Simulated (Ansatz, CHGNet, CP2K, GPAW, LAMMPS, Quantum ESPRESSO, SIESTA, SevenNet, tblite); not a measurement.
# GPAW on amorphous Hg30S21Se9 (60 atoms): settings against a plane-wave reference

How do the settings of GPAW change the result for amorphous Hg30S21Se9 (60 atoms)? A plane-wave run serves as the yardstick.

Calculated with GPAW 26.7.0; the method is named at each step.

## Step 1: Starting point

The cell holds 60 atoms: 30 Hg, 21 S and 9 Se. Its edges and angles: a = 11.895 Å, b = 11.895 Å, c = 11.895 Å, α = 90.0°, β = 90.0°, γ = 90.0°. 60 atoms (30 Hg, 21 S, 9 Se) placed at random at 7.3 g/cm³, melted at 2500 K for 10 ps at fixed volume with the Stillinger-Weber II-VI potential (Zhou et al., Phys. Rev. B 88, 085309 (2013)). Quenched from 2500 K to 300 K at 3 K/ps and fixed volume, held 5 ps, then minimised at fixed cell.

The yardstick, on the same geometry:

* method: Kohn-Sham DFT, PBE, PAW, plane waves (Ansatz 0.2.0); cutoff 420 eV, Γ point, fermi-dirac smearing of 0.05 eV; PAW set soft_2
* r.m.s. force component: 0.4119 eV/Å
* longest force: 1.588 eV/Å
* pressure: 0.5219 GPa
* SCF cycles: 12
* time: 21 s on 8 threads of Arm Neoverse V1, shared host
* CPU time: 2.3 min

## Step 2: PBE, LCAO dzp, h 0.2 Å

Method: Kohn-Sham DFT, PBE, PAW, atomic orbitals (dzp).

File run.py:

```python
import numpy as np
from ase.io import read
from gpaw import GPAW, FermiDirac

atoms = read("structure.xyz")
atoms.calc = GPAW(
    mode="lcao",
    basis="dzp",
    h=0.2,
    xc="PBE",
    kpts={"size": (1, 1, 1), "gamma": True},
    occupations=FermiDirac(0.05),
    maxiter=200,
    symmetry={"point_group": False},
    txt="gpaw.txt",
)
energy = atoms.get_potential_energy(force_consistent=True)
forces = atoms.get_forces()
print(f"energy {energy:.6f} eV")
print("forces (eV/A)")
for i, (a, f) in enumerate(zip(atoms, forces)):
    print(f"{i:4d} {a.symbol:2s} {f[0]:10.5f} {f[1]:10.5f} {f[2]:10.5f}")
print(f"Fermi level {atoms.calc.get_fermi_level():.4f} eV")
for k in range(len(atoms.calc.get_ibz_k_points())):
    for s in range(atoms.calc.get_number_of_spins()):
        e = atoms.calc.get_eigenvalues(kpt=k, spin=s)
        n = np.searchsorted(e, atoms.calc.get_fermi_level())
        print(f"k {k} spin {s} levels about the Fermi level:", np.round(e[max(n - 6, 0):n], 4).tolist(), "|", np.round(e[n:n + 6], 4).tolist())
```

File structure.xyz:

```xyz
60
Lattice="11.89490 0.00000 0.00000 0.00000 11.89490 0.00000 0.00000 0.00000 11.89490" Properties=species:S:1:pos:R:3 pbc="T T T"
Hg 0.83276 9.35986 2.53980
Hg 0.79327 8.09983 11.57005
Hg 11.37628 5.57776 9.04072
Hg 5.98076 11.54804 1.72500
Hg 8.80020 7.82673 8.88394
Hg 8.66056 10.01313 6.26730
Hg 6.15050 7.40136 3.16678
Hg 9.41600 1.40384 11.68638
Hg 5.12266 7.36996 11.20916
Hg 3.81065 3.01191 2.96897
Hg 5.10267 11.15504 4.70550
Hg 8.93723 5.25992 0.05495
Hg 5.26516 7.16454 7.00443
Hg 0.83895 0.70763 5.71847
Hg 10.32144 6.74274 3.95137
Hg 10.14207 3.25873 6.25577
Hg 9.15753 9.14456 0.66718
Hg 0.13049 3.55087 2.25765
Hg 1.53111 5.09459 5.32261
Hg 1.79351 2.47188 9.73157
Hg 9.44324 0.22862 3.60606
Hg 4.97492 2.75355 10.95925
Hg 7.27088 4.10778 8.85920
Hg 7.63272 3.53302 3.27169
Hg 11.31812 11.07927 8.77463
Hg 1.68313 11.83804 0.65553
Hg 0.54871 8.15752 6.31512
Hg 3.53136 10.67805 8.76559
Hg 7.02989 0.90592 7.97113
Hg 4.83314 3.15536 6.60333
S 11.14112 2.04616 4.22174
S 7.47487 3.23494 5.88631
S 11.23461 10.38449 6.15716
S 5.65591 4.91842 2.39777
S 5.19165 8.74085 9.01931
S 10.95925 5.76106 6.39506
S 6.34343 5.05569 11.38687
S 9.74228 4.76058 2.44619
S 7.63438 10.30622 8.67376
S 7.93426 1.32307 1.92019
S 10.21665 9.67329 3.06389
S 7.77617 6.15442 7.11125
S 2.74844 6.44953 11.81152
S 4.65412 8.55933 4.90082
S 2.24766 5.10374 2.52077
S 1.92614 4.97266 9.45062
S 8.16204 7.93568 4.72132
S 7.42063 0.19353 5.35532
S 10.23806 7.26909 11.00124
S 3.48437 5.27574 7.02156
S 1.97907 7.70159 4.16345
Se 6.50377 8.94508 1.05222
Se 0.18390 2.04081 0.06055
Se 1.44142 10.37104 10.34333
Se 3.45452 1.35923 5.14228
Se 4.33379 1.40407 8.66948
Se 3.99086 1.24361 1.01345
Se 9.68126 3.55705 9.88918
Se 9.30300 10.92392 10.54090
Se 11.68507 1.75652 8.12101
```

Command:

```
> OMP_NUM_THREADS=1 python run.py > output.txt
```

The log of the run:

```text
energy -103.567117 eV
forces (eV/A)
   0 Hg    0.51306    0.32993   -0.18794
   1 Hg    0.65574   -0.53687    0.16111
   2 Hg    0.39360   -0.39672    0.05690
   3 Hg    0.11904   -0.52231   -0.20508
   4 Hg   -0.53984   -0.47469   -0.62872
   5 Hg   -0.30744   -0.45324   -0.41239
   6 Hg   -0.34944   -0.71471    0.21783
   7 Hg    0.09885    0.32048    0.11863
   8 Hg   -0.64269   -0.14551   -0.17700
   9 Hg   -0.26401    0.91573    0.32657
  10 Hg   -0.14520   -0.63962    0.27811
  11 Hg   -0.20880   -0.57584    0.20993
  12 Hg    0.31786   -0.08352   -0.11430
  13 Hg    0.46379    0.18664    0.36511
  14 Hg   -0.43103    0.15888    0.00058
  15 Hg   -0.50467   -0.03578    0.23147
  16 Hg    0.16760    0.16093    0.84663
  17 Hg    0.85356    0.43073   -0.16809
  18 Hg    0.24235    0.17763   -0.70192
  19 Hg    0.06590    0.12711   -0.02602
  20 Hg    0.40088   -0.34124    0.01839
  21 Hg    0.46067    0.56899   -0.00644
  22 Hg   -0.05390    0.74368   -0.21485
  23 Hg   -0.72988    0.23759    0.44706
[...]
52 Se   -0.03032    0.00581    0.09244
  53 Se   -0.02503   -0.25106   -0.43072
  54 Se   -0.28361   -0.41559   -0.61798
  55 Se   -0.37245   -0.05171    0.78693
  56 Se    0.02672   -0.40859   -0.11618
  57 Se   -0.25781   -0.06915    0.21428
  58 Se   -0.35294    0.12048   -0.79668
  59 Se    0.02132   -0.26246   -0.74589
Fermi level 4.0912 eV
k 0 spin 0 levels about the Fermi level: [3.5329, 3.6139, 3.7919, 3.8424, 3.9518, 4.0506] | [4.138, 4.2353, 4.255, 4.3702, 4.4821, 4.6394]
```

gpaw.txt:

```text
Input parameters:
  mode=LCAO(),
  basis={'default': 'dzp'},
  h=0.2,
  kpts=MonkhorstPack(size=(1, 1, 1), gamma=True),
  maxiter=200,
  occupations=Occupations(name='fermi-dirac', width=0.05, fixmagmom=False),
  symmetry=Symmetry(point_group=False),
  xc=XC(name='PBE')
Unit cell  # Å
| periodic |         x |         y |         z |   lengths |    angles |
|----------|-----------|-----------|-----------|-----------|-----------|
|      yes | 11.894900 |  0.000000 |  0.000000 | 11.894900 | 90.000000 |
|      yes |  0.000000 | 11.894900 |  0.000000 | 11.894900 | 90.000000 |
|      yes |  0.000000 |  0.000000 | 11.894900 | 11.894900 | 90.000000 |
Number of symmetries: 1
Symmetry operations  # r_c * U_cc + t_c -> r_c
|   | kind |            matrix            |
|---|------|------------------------------|
| 0 |  E   |  1, 0, 0,  0, 1, 0,  0, 0, 1 |
BZ-sampling:
  Number of BZ points: 1
  Number of IBZ points: 1
  Monkhorst-Pack size: [1, 1, 1]
  Monkhorst-Pack shift: [0, 0, 0]
[... lines left out ...]
  Fermi-Dirac:
[... lines left out ...]
xc functional:
  name: PBE with 2 nearest neighbor stencil
interpolation: tri-quintic # 5. degree polynomial
Initialization done in: 11.730 s
convergence criteria:
- Maximum [total energy] change in last 3 cyles: 0.0005 eV / valence electron
- Maximum integral of absolute [dens]ity change: 0.0001 electrons / valence electron
- Maximum integral of absolute [eigenst]ate change: 4e-08 eV^2 / valence electron
maximum number of iterations: 200
SCF iterations
|iter     |      energy | eigst |  dens |
|---------|-------------|-------|-------|
|iter:   1| -118.944874 |      c|       |
|iter:   2| -114.050225 |      c| -1.28 |
|iter:   3| -112.265788 |      c| -1.34 |
|iter:   4| -105.444376 |      c| -1.51 |
[...]
|iter:   8| -103.892480 |      c| -2.13 |
|iter:   9| -103.536379c|      c| -2.19 |
|iter:  10| -103.485790 |      c| -2.54 |
|iter:  11| -103.497009c|      c| -2.84 |
|iter:  12| -103.476010c|      c| -2.91 |
|iter:  13| -103.477091c|      c| -3.07 |
|iter:  14| -103.472572c|      c| -3.38 |
|iter:  15| -103.473411c|      c| -3.77 |
|iter:  16| -103.472886c|      c| -4.01c|
Converged in 16 steps
SCF loop duration: 213.210 s (13.326 s/step)
Energy contributions relative to reference atoms: (reference = -16817615.168848)
Energy contributions:
  Kinetic:         608.423339
  Coulomb:        -535.768786
  Zero:              3.764041
  External:          0.000000
  Xc:             -179.797248
  Entropy:          -0.188462
  Spinorbit:         0.000000
  ----------------------------
  Free energy:    -103.567117
  Extrapolated:   -103.472886
dipole moment: (-26.503175, 10.313958, 20.712126)  # |e|*Ang
Fermi level: 4.091
Eigenvalues  # (at kpt = [0.000, 0.000, 0.000])
| band index |      eig [eV] | occ [0-2] |
|------------|---------------|-----------|
|          0 |       -59.413 |     2.000 |
|        ... |               |           |
|        352 |         3.345 |     2.000 |
|        353 |         3.457 |     2.000 |
[...]
|        367 |         4.859 |     0.000 |
|        ... |               |           |
|        435 |        10.254 |     0.000 |
Gap: 0.087 eV
Transition (v -> c):
  (s=0, k=0, n=359, [0.00, 0.00, 0.00]) -> (s=0, k=0, n=360, [0.00, 0.00, 0.00])
No difference between direct/indirect transitions
Force computation time: 32.968  # s
timing:  # [seconds]
  Total:  257.938  # ━━━━━━━━━━━━━━━━━━━━━━━━━━━━━━━━━━━━━━━━━━━━━━━━━━━━━━━━
  Init:    11.729  # ━━╸
  SCF:    213.210  # ━━━━━━━━━━━━━━━━━━━━━━━━━━━━━━━━━━━━━━━━━━━━━━╸
  Forces:  32.968  # ━━━━━━━
```

The job ended after 4.3 min (1 thread of Arm Neoverse V1, shared host; peak memory 1.7 GiB).

Banners and routine set-up lines are dropped from the logs; longer cuts are marked.

Against the reference:

| Item | Value |
| --- | --- |
| r.m.s. force component | 0.4151 eV/Å |
| r.m.s. difference of force components | 58.68 meV/Å |
| longest difference of force vectors | 200.5 meV/Å |
| force difference over r.m.s. force | 14.25 % |
| slope of forces against the reference's | 0.9977 |
| correlation of force components | 0.99 |

Length of the force difference by element (eV/Å):

```
element  atoms   mean  most
     Hg     30  0.087  0.16
      S     21   0.11  0.20
     Se      9  0.067  0.11
```

The surroundings of S46, which has 2 bonded neighbours where the commonest count for S is 3, nearest first, numbered as they follow in the input and with coordinates relative to it.

```
atom      x      y      z  distance (Å)  bonds     Fx     Fy  Fz (eV/Å)
 S46   0.00   0.00   0.00          0.00      2   0.47   0.88       0.06
Hg20  -0.13  -2.50   0.28          2.52      4   0.07   0.13      -0.03
 Hg3  -2.44   0.61  -0.41          2.55      4   0.39  -0.40       0.06
 S50   1.56   0.30  -2.43          2.90      3  -0.16  -0.49       0.24
 S43   0.82   1.48   2.36          2.90      2  -0.49  -0.15       0.01
 Hg2  -1.13   3.13   2.12          3.94      3   0.66  -0.54       0.16
Hg22   3.05  -2.22   1.51          4.06      3   0.46   0.57      -0.01
Se60  -2.14  -3.22  -1.33          4.08      4   0.02  -0.26      -0.75
Hg19  -0.40   0.12  -4.13          4.15      4   0.24   0.18      -0.70
```

Atoms are counted from 1 here, from 0 in the log.

Forces lie 14 % from the reference's, at 1.9 times its CPU time (on 1 against 8 cores).

## Step 3: PBE, LCAO sz(dzp), h 0.2 Å

Method: Kohn-Sham DFT, PBE, PAW, atomic orbitals (sz(dzp)).

Changes to run.py since step 2:

```diff
@@ -7,3 +7,3 @@
     mode="lcao",
-    basis="dzp",
+    basis="sz(dzp)",
     h=0.2,
```

structure.xyz is that of step 2.

The log of the run:

```text
energy -78.330894 eV
forces (eV/A)
   0 Hg    0.81789    0.61186   -0.60864
   1 Hg    0.49988   -0.46914    0.37341
   2 Hg    0.15012   -0.25864    0.02885
   3 Hg    0.06580   -0.74941   -0.09630
   4 Hg   -0.52913   -0.44176   -0.70069
   5 Hg   -0.20372   -0.79848   -0.47467
[...]
57 Se   -0.11352   -0.22279    0.21748
  58 Se    0.07075    0.22270   -0.14598
  59 Se   -0.11102   -0.12066   -0.87650
Fermi level 4.2333 eV
k 0 spin 0 levels about the Fermi level: [3.6617, 3.7193, 3.9253, 3.9625, 4.0958, 4.1999] | [4.276, 4.3709, 4.3936, 4.4761, 4.6072, 4.7792]
```

gpaw.txt:

```text
Input parameters:
  mode=LCAO(),
  basis={'default': 'sz(dzp)'},
  h=0.2,
  kpts=MonkhorstPack(size=(1, 1, 1), gamma=True),
  maxiter=200,
  occupations=Occupations(name='fermi-dirac', width=0.05, fixmagmom=False),
[... lines left out ...]
  Fermi-Dirac:
[... lines left out ...]
convergence criteria:
- Maximum [total energy] change in last 3 cyles: 0.0005 eV / valence electron
[... lines left out ...]
Converged in 16 steps
[... lines left out ...]
  Free energy:     -78.330894
[... lines left out ...]
Fermi level: 4.233
[... lines left out ...]
|        ... |               |           |
|        435 |        11.185 |     0.000 |
Gap: 0.076 eV
Transition (v -> c):
  (s=0, k=0, n=359, [0.00, 0.00, 0.00]) -> (s=0, k=0, n=360, [0.00, 0.00, 0.00])
No difference between direct/indirect transitions
Force computation time: 11.785  # s
timing:  # [seconds]
  Total:  110.611  # ━━━━━━━━━━━━━━━━━━━━━━━━━━━━━━━━━━━━━━━━━━━━━━━━━━━━━━━━
  Init:     9.009  # ━━━━╸
  SCF:     89.790  # ━━━━━━━━━━━━━━━━━━━━━━━━━━━━━━━━━━━━━━━━━━━━━╸
  Forces:  11.785  # ━━━━━━
```

The job ended after 1.9 min (1 thread; peak memory 1.5 GiB).

Compared with the plane-wave run:

```yaml
r_m_s_force_component: 0.4535 eV/Å
r_m_s_difference_of_force_components: 240 meV/Å
longest_difference_of_force_vectors: 1027 meV/Å
force_difference_over_r_m_s_force: 58.26 %
slope_of_forces_against_the_reference_s: 0.9363
correlation_of_force_components: 0.8505
```

This is a coarse setting, run to see what it loses.

Against the first run (14 %), the force difference from the reference is 58 %, at 0.43 times the CPU time, with 480 basis functions against 1200: the smaller basis costs accuracy.

## Step 4: PBE, LCAO dzp, h 0.22 Å

Method: Kohn-Sham DFT, PBE, PAW, atomic orbitals (dzp).

Changes to run.py since step 3:

```diff
@@ -7,4 +7,4 @@
     mode="lcao",
-    basis="sz(dzp)",
-    h=0.2,
+    basis="dzp",
+    h=0.22,
     xc="PBE",
```

structure.xyz is that of step 3.

The log of the run:

```text
energy -102.651090 eV
forces (eV/A)
   0 Hg    0.51193    0.33312   -0.19256
   1 Hg    0.65190   -0.53353    0.15779
   2 Hg    0.39645   -0.39031    0.06218
   3 Hg    0.11475   -0.52286   -0.20528
   4 Hg   -0.54147   -0.47512   -0.62526
   5 Hg   -0.30294   -0.45053   -0.41244
   6 Hg   -0.35213   -0.71111    0.21455
   7 Hg    0.10818    0.32521    0.11681
   8 Hg   -0.63910   -0.14112   -0.17459
   9 Hg   -0.27076    0.90592    0.32403
  10 Hg   -0.14343   -0.63673    0.26834
  11 Hg   -0.20251   -0.57519    0.20903
  12 Hg    0.32032   -0.08212   -0.11626
  13 Hg    0.46281    0.19688    0.35822
  14 Hg   -0.42584    0.15870    0.00273
  15 Hg   -0.50133   -0.03826    0.22910
  16 Hg    0.17009    0.16602    0.83825
  17 Hg    0.85761    0.42409   -0.16757
  18 Hg    0.23392    0.17708   -0.69620
  19 Hg    0.06545    0.13303   -0.01809
  20 Hg    0.39901   -0.33164    0.01629
  21 Hg    0.45923    0.56563   -0.00623
  22 Hg   -0.05132    0.73430   -0.21165
  23 Hg   -0.73167    0.23177    0.44773
[...]
52 Se   -0.01610    0.01209    0.12525
  53 Se   -0.02327   -0.23438   -0.47395
  54 Se   -0.28708   -0.38826   -0.64299
  55 Se   -0.35653   -0.06937    0.77142
  56 Se    0.02022   -0.38401   -0.14061
  57 Se   -0.28031   -0.07472    0.21876
  58 Se   -0.38242    0.10009   -0.80787
  59 Se    0.01402   -0.25406   -0.71772
Fermi level 4.0913 eV
k 0 spin 0 levels about the Fermi level: [3.533, 3.6141, 3.792, 3.8426, 3.9519, 4.0508] | [4.1382, 4.2354, 4.2551, 4.3703, 4.4823, 4.6395]
```

gpaw.txt:

```text
Input parameters:
  mode=LCAO(),
  basis={'default': 'dzp'},
  h=0.22,
  kpts=MonkhorstPack(size=(1, 1, 1), gamma=True),
  maxiter=200,
  occupations=Occupations(name='fermi-dirac', width=0.05, fixmagmom=False),
  symmetry=Symmetry(point_group=False),
  xc=XC(name='PBE')
Unit cell  # Å
| periodic |         x |         y |         z |   lengths |    angles |
[... lines left out ...]
  Fermi-Dirac:
[... lines left out ...]
convergence criteria:
- Maximum [total energy] change in last 3 cyles: 0.0005 eV / valence electron
[... lines left out ...]
Converged in 16 steps
[... lines left out ...]
  Free energy:    -102.651090
  Extrapolated:   -102.556864
dipole moment: (-26.494674, 10.309352, 20.746166)  # |e|*Ang
Fermi level: 4.091
Eigenvalues  # (at kpt = [0.000, 0.000, 0.000])
| band index |      eig [eV] | occ [0-2] |
|------------|---------------|-----------|
|          0 |       -59.413 |     2.000 |
|        ... |               |           |
|        352 |         3.345 |     2.000 |
|        353 |         3.457 |     2.000 |
[...]
|        367 |         4.859 |     0.000 |
|        ... |               |           |
|        435 |        10.254 |     0.000 |
Gap: 0.087 eV
Transition (v -> c):
  (s=0, k=0, n=359, [0.00, 0.00, 0.00]) -> (s=0, k=0, n=360, [0.00, 0.00, 0.00])
No difference between direct/indirect transitions
Force computation time: 27.715  # s
timing:  # [seconds]
  Total:  219.221  # ━━━━━━━━━━━━━━━━━━━━━━━━━━━━━━━━━━━━━━━━━━━━━━━━━━━━━━━━
  Init:    11.216  # ━━━
  SCF:    180.262  # ━━━━━━━━━━━━━━━━━━━━━━━━━━━━━━━━━━━━━━━━━━━━━━
  Forces:  27.715  # ━━━━━━━
```

Elapsed: 3.7 min, on 1 thread; peak memory 1.4 GiB.

Against the reference:

```yaml
r_m_s_force_component: 0.4137 eV/Å
r_m_s_difference_of_force_components: 57.37 meV/Å
longest_difference_of_force_vectors: 172.8 meV/Å
force_difference_over_r_m_s_force: 13.93 %
slope_of_forces_against_the_reference_s: 0.9946
correlation_of_force_components: 0.9904
energy_less_the_same_level_run_s: 15.27 meV/atom
r_m_s_force_difference_from_the_same_level_run: 23.45 meV/Å
```

This is a coarse setting, run to see what it loses.

Against the first run (14 %), the force difference from the reference is 14 %, at 0.85 times the CPU time.

(Part 1 of 2 ends here.)

[Long decimals in the printed logs are rounded to 6 places.]

[Also dropped from logs without a mark: lines with file paths, logging warnings of Python, QE's lines on negative density and diagonalisation, SIESTA's first energy breakdown, zero terms and Voronoi charges.]

[Logs are printed without paths, hosts, clocks, repeated set-up lines and the standing remarks that a program may print on its own settings, such as how far it seeks lower states.]

[Hosts, paths, dates, database ids (printed as entryN), source tags and the programs' standing remarks are cut or masked in the printed files.]

[Most failed runs of this program on this cell are left out, timed-out ones always.]
